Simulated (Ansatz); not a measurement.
# Cl on Rh(111): change of the work function

Wanted: Δφ(θ) for Cl/Rh(111), starting from the fcc site.

Program: Ansatz 0.2.0. Level of theory: plane-wave DFT, PBE, Ansatz PAW. Results are calculated unless marked as measured.

## Step 1: The structure

The cell holds 4 atoms: 4 Rh. Its edges and angles: a = 2.687 Å, b = 2.687 Å, c = 24.582 Å, α = 90.0°, β = 90.0°, γ = 60.0°. Vacuum lies along c.

## Step 2: The clean slab

The bare slab comes first, as the zero from which every change is counted. The two lowest layers are held at bulk places and the upper ones relax. The dipole correction removes the false field that a one-sided slab makes across the periodic vacuum, so each face gets a flat vacuum level of its own.

input.yaml reads:

```yaml
crystal:
  lattice:
    - [2.6870057685, 0.0, 0.0]
    - [1.3435028843, 2.3270152556, 0.0]
    - [0.0, 0.0, 24.5817930688]
  atoms:
    - { symbol: Rh, position: [0.0, 0.0, 0.3661246344] }
    - { symbol: Rh, position: [0.3333333333, 0.3333333333, 0.4553748781] }
    - { symbol: Rh, position: [0.6666666667, 0.6666666667, 0.5446251219] }
    - { symbol: Rh, position: [0.0, 0.0, 0.6338753656] }
kpoints:
  mp_grid: { grid: [12, 12, 1] }
hamiltonian:
  xc: pbe
scf:
  occupations: { method: fermi_dirac, width: 0.1 }
  convergence: { dr2_threshold: 1.0e-08 }
efield:
  axis: 3
  dipole_correction: true
  ramp_position: 0.97
  ramp_width: 0.06
relax:
  f_tol: 0.02
  max_steps: 60
  constraints: [{ sites: [0, 1] }]
output:
  write_potential: true
  write_density: true
  volumetric_format: npy
```

On the command line:

```
$ ansatz run input.yaml --threads 4 --pin off --max-ram 6144MiB --backend cpu --events-out ev --progress --plain --runs-dir out
```

Numbers of over 12 decimals in the logs are rounded to 6 here.

Output:

```text
Engine: ansatz 0.2.0, x86_64-unknown-linux-gnu
Pseudopotentials: kind: paw
Pseudopotential: Rh, paw, valence charge 17, recommended cutoff 420 eV (normal), Rh.paw.azcp
Functional definition: PBE
  parameter kappa = 0.804
  parameter beta = 0.066725
  exchange = pbe_x(kappa = kappa, mu = beta*pi^2/3)
  correlation = pbe_c(beta = beta)
Crystal: 4 atoms, lattice volume = 153.703 Å³
Basis set: ecut = 420 eV, 3065 PW (Γ), exchange–correlation on 36×36×360 points (8 copies of the dense FFT grid, shifted against one another)
Bands: 41, of which v1, the nominal top of the filled ones, is band 34 counted from 1 (33 counted from 0)
Symmetry: 6 space group operations
k-points: 19 of 144 (time reversal used)
Non-local potential: Rh, projectors of the file, l = 0: 3, l = 1: 2, l = 2: 2, l = 3: 1
PAW form: soft (Blöchl's): semilocal exchange-correlation on the pseudo side does not see the compensation charge
PAW one-centre angular grid: Rh, 590 points (default); XC on 64 Gauss nodes
Initial density: superposition of atomic densities (neutral atoms: chi_scale 0, normalization atom), corrected by the library's trained network
Initial wavefunctions: pseudopotential atomic-orbital guess
Functional: x = pbe(κ = 0.804, μ = 0.219515), c = pbe(β = 0.066725)
SCF iter   1: F=—  HF=-25610.048055 eV  |F-HF|=—  |Δ(HF+E_count)|=         —  Δρ=3.00e-3  dr2=7.23e-3  ethr=1.77e-3  p=0.000 e·Å  D=2.32e-13 V/Å  ΔV_dip=-0.00 eV  dr2_dipole=1.99e-7  V_vac-E_F(+/−)=4.98/4.98 eV  ⟨swp⟩=8.3  Hψ=3723  notcnv=0  defer=3
efield: sawtooth ramp at fractional position 0.9700 (set: `efield.ramp_position`, or a place that a band, a saddle search or an elastic batch's reference lends), width 0.0600; the density the first Hamiltonian is built on has a dipole p = 0.000 e·Å; the dipole correction subtracts the counter field D = 2.32e-13 V/Å, which shifts the + side's vacuum level by -0.00 eV against the − side's; the planar-averaged density in the ramp window peaks in size at 3.7e-6 e/Å³
preconditioner: auto → LDOS  [metal: Δε(μ)=0.005 eV  Ē_g=5.586 eV  σ=0.100 eV  W_gap=0.01  n_scr=18 (ndim 8)  ℏωp=18.0 eV  f_vac=0.588  D(μ)=6.30/eV (n_scr^D=38)  β→1.0]
SCF iter   2: F=—  HF=-25610.050247 eV  |F-HF|=—  |Δ(HF+E_count)|=   2.19e-3  Δρ=1.42e-3  dr2=2.83e-3  ethr=1.06e-5  p=0.000 e·Å  D=2.16e-5 V/Å  ΔV_dip=-0.00 eV  dr2_dipole=2.85e-7  V_vac-E_F(+/−)=5.18/5.18 eV  ⟨swp⟩=3.2  Hψ=1977  notcnv=0  defer=5
SCF iter   3: F=—  HF=-25610.049786 eV  |F-HF|=—  |Δ(HF+E_count)|=   4.61e-4  Δρ=6.39e-4  dr2=1.01e-3  ethr=4.16e-6  p=0.000 e·Å  D=7.89e-6 V/Å  ΔV_dip=-0.00 eV  dr2_dipole=2.54e-8  V_vac-E_F(+/−)=5.16/5.16 eV  ⟨swp⟩=3.1  Hψ=1661  notcnv=0  defer=5
SCF iter   4: F=—  HF=-25610.049605 eV  |F-HF|=—  |Δ(HF+E_count)|=   1.82e-4  Δρ=2.42e-4  dr2=8.22e-5  ethr=1.49e-6  p=0.000 e·Å  D=4.70e-6 V/Å  ΔV_dip=-0.00 eV  dr2_dipole=6.12e-10  V_vac-E_F(+/−)=5.17/5.17 eV  ⟨swp⟩=2.0  Hψ=1119  notcnv=0  defer=5
SCF iter   5: F=—  HF=-25610.049588 eV  |F-HF|=—  |Δ(HF+E_count)|=   1.72e-5  Δρ=6.96e-5  dr2=8.04e-6  ethr=1.21e-7  p=0.000 e·Å  D=3.22e-6 V/Å  ΔV_dip=-0.00 eV  dr2_dipole=2.91e-10  V_vac-E_F(+/−)=5.17/5.17 eV  ⟨swp⟩=2.6  Hψ=1459  notcnv=0  defer=5
SCF iter   6: F=—  HF=-25610.049590 eV  |F-HF|=—  |Δ(HF+E_count)|=   2.33e-6  Δρ=1.34e-5  dr2=5.19e-7  ethr=1.18e-8  p=0.000 e·Å  D=1.21e-6 V/Å  ΔV_dip=-0.00 eV  dr2_dipole=1.81e-11  V_vac-E_F(+/−)=5.17/5.17 eV  ⟨swp⟩=2.1  Hψ=1256  notcnv=0  defer=5
SCF iter   7: F=—  HF=-25610.049590 eV  |F-HF|=—  |Δ(HF+E_count)|=   2.80e-7  Δρ=5.15e-6  dr2=1.24e-7  ethr=7.63e-10  p=0.000 e·Å  D=5.79e-7 V/Å  ΔV_dip=-0.00 eV  dr2_dipole=1.42e-12  V_vac-E_F(+/−)=5.17/5.17 eV  ⟨swp⟩=3.3  Hψ=1700  notcnv=0  defer=5
SCF iter   8: F=—  HF=-25610.049590 eV  |F-HF|=—  |Δ(HF+E_count)|=   5.14e-8  Δρ=1.83e-6  dr2=1.42e-8  ethr=1.82e-10  p=0.000 e·Å  D=2.15e-7 V/Å  ΔV_dip=-0.00 eV  dr2_dipole=3.50e-12  V_vac-E_F(+/−)=5.17/5.17 eV  ⟨swp⟩=2.1  Hψ=974  notcnv=0  defer=5
SCF iter   9: F=-25610.049590 eV  HF=-25610.049590 eV  |F-HF|=2.97e-9  |Δ(HF+E_count)|=   5.37e-9  Δρ=5.58e-7  dr2=7.87e-10  ethr=1.47e-11  p=0.000 e·Å  D=8.29e-8 V/Å  ΔV_dip=-0.00 eV  dr2_dipole=5.64e-13  V_vac-E_F(+/−)=5.17/5.17 eV  ⟨swp⟩=9.8  Hψ=5471  notcnv=0
SCF 1 converged in 9 iterations: F = -25610.049590 eV  dr2 = 7.87e-10
  greatest PAW one-centre occupation: 1.000 electrons in one spin orbital (limit 2), on the Rh atom at site 2 (counted from 0), in its partial waves of l = 0
relax step   1: F+E_penalty+E_count = -25610.04959025 eV  Δ(F+E_penalty+E_count) = +0.000e0 eV  max|allowed force component| = 3.499e-2 eV/Å  Δτ_max = 0.0000 Å  (9 SCF iters, accepted)
Initial density: handed on by an earlier stage of this run
Initial wavefunctions: those handed on with the density
iter 1 solved again at ethr=2.02e-5 eV; its pass at ethr=3.10e-3 eV (dr2=1.37e-2 eV) is discarded
SCF iter   1: F=—  HF=-25610.049961 eV  |F-HF|=—  |Δ(HF+E_count)|=         —  Δρ=1.41e-3  dr2=1.32e-2  ethr=2.02e-5  p=-0.000 e·Å  D=-2.02e-8 V/Å  ΔV_dip=0.00 eV  dr2_dipole=4.55e-3  V_vac-E_F(+/−)=5.17/5.17 eV  ⟨swp⟩=1.3  Hψ=2099  notcnv=0  defer=5
efield: sawtooth ramp at fractional position 0.9700 (set: `efield.ramp_position`, or a place that a band, a saddle search or an elastic batch's reference lends), width 0.0600; the density the first Hamiltonian is built on has a dipole p = -0.000 e·Å; the dipole correction subtracts the counter field D = -2.02e-8 V/Å, which shifts the + side's vacuum level by +0.00 eV against the − side's; the planar-averaged density in the ramp window peaks in size at 1.1e-6 e/Å³
preconditioner: auto → LDOS  [metal: Δε(μ)=0.011 eV  Ē_g=5.583 eV  σ=0.100 eV  W_gap=0.03  n_scr=18 (ndim 8)  ℏωp=18.0 eV  f_vac=0.589  D(μ)=6.28/eV (n_scr^D=38)  β→1.0]
SCF iter   2: F=—  HF=-25610.049815 eV  |F-HF|=—  |Δ(HF+E_count)|=   1.46e-4  Δρ=5.73e-4  dr2=4.48e-4  ethr=1.95e-5  p=-0.000 e·Å  D=-7.30e-5 V/Å  ΔV_dip=0.00 eV  dr2_dipole=6.03e-5  V_vac-E_F(+/−)=5.17/5.17 eV  ⟨swp⟩=1.3  Hψ=785  notcnv=0  defer=5
SCF iter   3: F=—  HF=-25610.049726 eV  |F-HF|=—  |Δ(HF+E_count)|=   8.93e-5  Δρ=3.44e-4  dr2=2.78e-4  ethr=6.58e-7  p=0.000 e·Å  D=3.36e-4 V/Å  ΔV_dip=-0.01 eV  dr2_dipole=5.68e-5  V_vac-E_F(+/−)=5.16/5.17 eV  ⟨swp⟩=3.8  Hψ=1937  notcnv=0  defer=5
SCF iter   4: F=—  HF=-25610.049683 eV  |F-HF|=—  |Δ(HF+E_count)|=   4.21e-5  Δρ=4.06e-5  dr2=4.96e-6  ethr=4.09e-7  p=0.000 e·Å  D=1.14e-4 V/Å  ΔV_dip=-0.00 eV  dr2_dipole=1.05e-8  V_vac-E_F(+/−)=5.17/5.17 eV  ⟨swp⟩=2.0  Hψ=1120  notcnv=0  defer=5
SCF iter   5: F=—  HF=-25610.049673 eV  |F-HF|=—  |Δ(HF+E_count)|=   1.00e-5  Δρ=1.60e-5  dr2=7.23e-7  ethr=7.30e-9  p=0.000 e·Å  D=1.16e-4 V/Å  ΔV_dip=-0.00 eV  dr2_dipole=1.36e-8  V_vac-E_F(+/−)=5.17/5.17 eV  ⟨swp⟩=3.6  Hψ=1778  notcnv=0  defer=5
SCF iter   6: F=—  HF=-25610.049674 eV  |F-HF|=—  |Δ(HF+E_count)|=   4.90e-7  Δρ=5.88e-6  dr2=1.11e-7  ethr=1.06e-9  p=0.000 e·Å  D=1.19e-4 V/Å  ΔV_dip=-0.00 eV  dr2_dipole=8.83e-9  V_vac-E_F(+/−)=5.17/5.17 eV  ⟨swp⟩=2.1  Hψ=1045  notcnv=0  defer=5
SCF iter   7: F=-25610.049674 eV  HF=-25610.049674 eV  |F-HF|=3.73e-8  |Δ(HF+E_count)|=   1.27e-7  Δρ=1.68e-6  dr2=5.89e-9  ethr=1.47e-11  p=0.000 e·Å  D=1.18e-4 V/Å  ΔV_dip=-0.00 eV  dr2_dipole=1.45e-11  V_vac-E_F(+/−)=5.17/5.17 eV  ⟨swp⟩=8.8  Hψ=6147  notcnv=0
SCF 2 converged in 7 iterations: F = -25610.049674 eV  dr2 = 5.89e-9
relax step   2: F+E_penalty+E_count = -25610.04967410 eV  Δ(F+E_penalty+E_count) = -8.384e-5 eV  max|allowed force component| = 2.244e-2 eV/Å  Δτ_max = 0.0127 Å  (7 SCF iters, accepted)
SCF iter   1: F=—  HF=-25610.049752 eV  |F-HF|=—  |Δ(HF+E_count)|=         —  Δρ=5.17e-4  dr2=1.81e-3  ethr=2.64e-5  p=0.000 e·Å  D=1.18e-4 V/Å  ΔV_dip=-0.00 eV  dr2_dipole=6.21e-4  V_vac-E_F(+/−)=5.17/5.17 eV  ⟨swp⟩=2.1  Hψ=1239  notcnv=0  defer=5
efield: sawtooth ramp at fractional position 0.9700 (set: `efield.ramp_position`, or a place that a band, a saddle search or an elastic batch's reference lends), width 0.0600; the density the first Hamiltonian is built on has a dipole p = 0.000 e·Å; the dipole correction subtracts the counter field D = 1.18e-4 V/Å, which shifts the + side's vacuum level by -0.00 eV against the − side's; the planar-averaged density in the ramp window peaks in size at 9.0e-7 e/Å³
preconditioner: auto → LDOS  [metal: Δε(μ)=0.011 eV  Ē_g=5.578 eV  σ=0.100 eV  W_gap=0.03  n_scr=18 (ndim 8)  ℏωp=18.0 eV  f_vac=0.589  D(μ)=6.28/eV (n_scr^D=38)  β→1.0]
SCF iter   2: F=—  HF=-25610.049735 eV  |F-HF|=—  |Δ(HF+E_count)|=   1.72e-5  Δρ=1.96e-4  dr2=5.12e-5  ethr=2.66e-6  p=0.000 e·Å  D=1.57e-4 V/Å  ΔV_dip=-0.00 eV  dr2_dipole=7.86e-6  V_vac-E_F(+/−)=5.17/5.17 eV  ⟨swp⟩=1.2  Hψ=936  notcnv=0  defer=5
SCF iter   3: F=—  HF=-25610.049720 eV  |F-HF|=—  |Δ(HF+E_count)|=   1.54e-5  Δρ=1.13e-4  dr2=3.33e-5  ethr=7.52e-8  p=0.000 e·Å  D=2.75e-6 V/Å  ΔV_dip=-0.00 eV  dr2_dipole=7.50e-6  V_vac-E_F(+/−)=5.17/5.17 eV  ⟨swp⟩=3.4  Hψ=1734  notcnv=0  defer=5
SCF iter   4: F=—  HF=-25610.049714 eV  |F-HF|=—  |Δ(HF+E_count)|=   5.99e-6  Δρ=1.39e-5  dr2=6.44e-7  ethr=4.89e-8  p=0.000 e·Å  D=7.60e-5 V/Å  ΔV_dip=-0.00 eV  dr2_dipole=1.25e-8  V_vac-E_F(+/−)=5.17/5.17 eV  ⟨swp⟩=2.0  Hψ=1111  notcnv=0  defer=5
SCF iter   5: F=—  HF=-25610.049722 eV  |F-HF|=—  |Δ(HF+E_count)|=   7.88e-6  Δρ=5.63e-6  dr2=9.32e-8  ethr=9.48e-10  p=0.000 e·Å  D=7.48e-5 V/Å  ΔV_dip=-0.00 eV  dr2_dipole=3.86e-9  V_vac-E_F(+/−)=5.17/5.17 eV  ⟨swp⟩=3.6  Hψ=1647  notcnv=0  defer=5
SCF iter   6: F=—  HF=-25610.049722 eV  |F-HF|=—  |Δ(HF+E_count)|=   1.30e-7  Δρ=1.95e-6  dr2=1.18e-8  ethr=1.37e-10  p=0.000 e·Å  D=7.30e-5 V/Å  ΔV_dip=-0.00 eV  dr2_dipole=7.76e-10  V_vac-E_F(+/−)=5.17/5.17 eV  ⟨swp⟩=2.2  Hψ=1084  notcnv=0  defer=5
SCF iter   7: F=-25610.049722 eV  HF=-25610.049722 eV  |F-HF|=9.61e-9  |Δ(HF+E_count)|=   1.96e-8  Δρ=6.12e-7  dr2=1.00e-9  ethr=1.47e-11  p=0.000 e·Å  D=7.30e-5 V/Å  ΔV_dip=-0.00 eV  dr2_dipole=4.94e-13  V_vac-E_F(+/−)=5.17/5.17 eV  ⟨swp⟩=9.8  Hψ=5442  notcnv=0
SCF 3 converged in 7 iterations: F = -25610.049722 eV  dr2 = 1.00e-9
relax step   3: F+E_penalty+E_count = -25610.04972167 eV  Δ(F+E_penalty+E_count) = -4.757e-5 eV  max|allowed force component| = 3.972e-4 eV/Å  Δτ_max = 0.0047 Å  (7 SCF iters, accepted)
NSCF: frozen V_eff on 19 k-points
the band table was solved once a step of the walk had ended and its energy, with any forces and stress, was formed, with the checks that follow a solve (3905 applications of the Hamiltonian). They found nothing against the state; the energy, forces and stress were not computed again (output.eigenvalues in the input reference)
WARN: The output density's exchange-correlation potential varies sharply where the density is thin. Do not read a vacuum level from v_tot or v_xc, or from such a field of the output density. On a cell that repeats whose density bears no net charge and no dipole along the vacuum's axis use v_es (v_loc + v_h of the components); under efield.dipole_correction with no amplitude use v_es + v_field, which holds any externa [...]
SCF converged after 7 iterations
Free energy (F): -25610.049722 eV
Harris-Foulkes:  -25610.049722 eV  (|F-HF|=9.61e-9)
Internal energy: -25609.837670 eV  (E = F + TS)
E sigma→0 (E₀):  -25609.943696 eV
Entropy (-TS):   -0.212052 eV (-53.013 meV/atom)
Fermi energy:    4.706112 eV
Dipole field:    D = 0.000072 V/Å  (p = 0.000061 e·Å, saw-weighted, corrected)
Work function:   Φ+ = 5.1674 eV   Φ− = 5.1692 eV
Levels:          The Fermi level and band energies are counted from a zero that moves with the ramp; work functions are not
--- Per-component energies (eV) ---
  E_band       = -1526.571699
  E_kinetic    = 2290.090188
  E_local      = -122491.004430  (includes V_loc(G=0)·N_el)
  E_nonlocal   = 1421.302649
  E_hartree    = 59724.728139
  E_xc         = -884.908046
  E_vxc        = -1110.509522  (∫ρ·V_xc dr)
  E_paw        = -14348.611590  (= ΣΔE_a)
  E_vpaw       = -1085.912724  (= ΣTr[D̂ρ^β])
  E_aug_tail   = 0.003404  (compensation charges beyond the density's cutoff)
  E_efield     = 0.000000  (sawtooth field / dipole correction)
  E_vefield    = 0.000014  (∫n·V_field dr)
  E_ewald      = 48678.562015
  E_smearing   = -0.212052  (= −TS)
  E_closure    = 0.000000  (closes the sum)
  Σ components = -25610.049722   (vs F -25610.049722, Δ=0.00e0)
--- Forces (eV/Å), atoms counted from 1 ---
  atom   1  Rh    -0.00000000     0.00000000     0.03097931
  atom   2  Rh     0.00000000    -0.00000000    -0.03084746
  atom   3  Rh    -0.00000000     0.00000000    -0.00039719
  atom   4  Rh     0.00000000    -0.00000000     0.00027316
  max |Σ_I F_I| component: 7.81e-6 eV/Å
--- Band table (eV; the first three rows and the last of 19) ---
  k-point 0: bands = [... 30 lower, 2.7526, 3.6994, 3.6994, 3.9980, 3.9980, 4.7099, 4.7099, 4.8205, ... 3 higher]
  k-point 1: bands = [... 30 lower, 2.5536, 3.5756, 3.5774, 3.8488, 4.0260, 4.1381, 4.5315, 4.7073, ... 3 higher]
  k-point 2: bands = [... 30 lower, 2.9651, 3.0842, 3.3252, 3.5013, 3.8110, 4.0323, 4.6964, 5.0882, ... 3 higher]
  k-point 18: bands = [... 30 lower, 3.6443, 3.6486, 4.5244, 4.8653, 4.9521, 4.9529, 11.6585, 11.8523, ... 3 higher]
--- Relaxed structure (3 steps of the walk, 3 accepted, 0 SCFs on fresh bases) ---
  F+E_penalty+E_count = -25610.04972167 eV   max|allowed force component| = 3.972e-4 eV/Å
  atoms:
    - { symbol: Rh, position: [0.0, 0.0, 0.3661246344] }
    - { symbol: Rh, position: [0.333333, 0.333333, 0.455375] }
    - { symbol: Rh, position: [0.666667, 0.666667, 0.544472] }
    - { symbol: Rh, position: [0, 0, 0.633551] }
```

Elapsed: 4.8 s, on 4 threads of Intel Xeon 6975P-C (Granite Rapids), shared host; peak memory 0.54 GiB.

The steps of the relaxation:

| step | energy less that of the first step (eV) | largest force component (eV/Å) |
| --- | --- | --- |
| 1 | 0.0000 | 0.0350 |
| 2 | -0.0001 | 0.0224 |
| 3 | -0.0001 | 0.0004 |

Forces are held to the 6 operations that the run works with; a distortion that breaks them can't arise in this run.

Final coordinates:

```cif
data_structure
_symmetry_space_group_name_H-M 'P 1'
_symmetry_Int_Tables_number 1
_cell_length_a 2.6870
_cell_length_b 2.6870
_cell_length_c 24.5818
_cell_angle_alpha 90.000
_cell_angle_beta 90.000
_cell_angle_gamma 60.000
_cell_volume 153.70
loop_
_atom_site_label
_atom_site_type_symbol
_atom_site_fract_x
_atom_site_fract_y
_atom_site_fract_z
_atom_site_occupancy
Rh1 Rh 0.00000 0.00000 0.36612 1
Rh2 Rh 0.33333 0.33333 0.45537 1
Rh3 Rh 0.66667 0.66667 0.54447 1
Rh4 Rh 0.00000 0.00000 0.63355 1
```

Numbers from this step:

| Property | Result |
| --- | --- |
| energy at zero smearing | -25609.9437 eV |
| work function, upper face | 5.167 eV |
| dipole along the normal | 6.11e-5 e·Å |

Running mean over 2.194 Å of the planar mean; the ramp of the sawtooth is left out. Table of electron's electrostatic potential energy less the Fermi level by z:

z (Å), electron's electrostatic potential energy less the Fermi level (eV) and a bar from the least value:
```
        4        5.2 ##############################
        5        5.2 ##############################
        6        5.1 ##############################
        7        4.2 ############################
        8       -5.6 #############
        9      -12.7 #
       10      -13.1 
       11      -13.2 
       12      -13.3 
       13      -13.3 
       14      -13.2 
       15      -13.0 
       16      -11.5 ###
       17        0.1 ######################
       18        4.8 #############################
       19        5.1 ##############################
       20        5.2 ##############################
       21        5.2 ##############################
```

The relaxation took 3 steps and lowered the energy by 1.3e-4 eV; the largest force on the free atoms ends at 4.0e-4 eV/Å.

The work function of the upper face is 5.17 eV.

[end of part 1 of 3]

[Logs are printed without paths, hosts, clocks, repeated set-up lines and the standing remarks that a program may print on its own settings, such as how far it seeks lower states.]

[Hosts, paths, dates, database ids (printed as entryN), source tags and the programs' standing remarks are cut or masked in the printed files.]

[Maps of the electrostatic potential energy from Ansatz leave out the sawtooth potential of an applied field or a dipole correction, so their vacuum need not be flat; planar profiles and work functions include it.]
